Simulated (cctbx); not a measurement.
**BaSrCd2Sn2Se8: as given, inverted or twinned?**

Space group Pnn2 (no. 34), a = 10.7450 Å, b = 10.9990 Å, c = 6.7270 Å, α = 90.00°, β = 90.00°, γ = 90.00°.

| atom | mult. | x | y | z | Ueq (Å²) |
| --- | --- | --- | --- | --- | --- |
| Ba1 | 2 | 1/2 | 1/2 | 0.5320 | 0.0093 |
| Sn1 | 4 | 0.7894 | 0.2547 | 0.5353 | 0.0088 |
| Cd1 | 4 | 0.6757 | 0.2495 | 0.0053 | 0.0088 |
| Sr1 | 2 | 1/2 | 0 | 0.5743 | 0.0074 |
| Se1 | 4 | 0.5930 | 0.2599 | 0.3441 | 0.0103 |
| Se2 | 4 | 0.7649 | 0.0859 | 0.7741 | 0.0129 |
| Se3 | 4 | 0.9467 | 0.2538 | 0.3005 | 0.0105 |
| Se4 | 4 | 0.7666 | 0.4241 | 0.7701 | 0.0090 |

This is a model crystal, built by substitution and not relaxed, with assumed displacement parameters.

Data sets are simulated with cctbx and refined with Bijvoet mates kept apart; Flack x is then fitted as the share of an inverted twin with the atoms fixed, Hooft y from the Bijvoet differences. The group is acentric but holds improper operations, so there is an absolute structure (orientation) and no hand.

Untwinned crystal. What Flack and Hooft values should come out?

```csv
λ (Å),extinction (unmodelled),d min (Å),top counts,error (%),model,R1,Flack x,s.u.,Hooft y,s.u.,pairs
0.71073,0,0.77,70000,2,as given,0.0099,0.004,0.007,0.003,0.004,833
0.71073,0,0.77,70000,2,inverted,0.0526,0.994,0.007,1.012,0.005,833
1.54184,0,0.83,40000,2,as given,0.0119,-0.007,0.004,-0.002,0.003,655
```

With Mo Kα, x is within 3 s.u. of 0, so the absolute structure is right. With Cu Kα, x is within 3 s.u. of 0, so the absolute structure is right. Inverting the model turns x into about 1 − x.

A further crystal gives:

| λ (Å) | extinction (unmodelled) | d min (Å) | top counts | error (%) | model | R1 | Flack x | s.u. | Hooft y | s.u. | pairs |
| --- | --- | --- | --- | --- | --- | --- | --- | --- | --- | --- | --- |
| 1.54184 | 0 | 0.83 | 40000 | 6 | as given | 0.0769 | 0.769 | 0.014 | 0.810 | 0.006 | 658 |

**Question.** What is it?

It was simulated as an inversion twin with a fraction 0.8 of the inverted domain. Flack x is over 3 s.u. from both 0 and 1 and reads that fraction.

[Logs are printed without paths, hosts, clocks, repeated set-up lines and the standing remarks that a program may print on its own settings, such as how far it seeks lower states.]
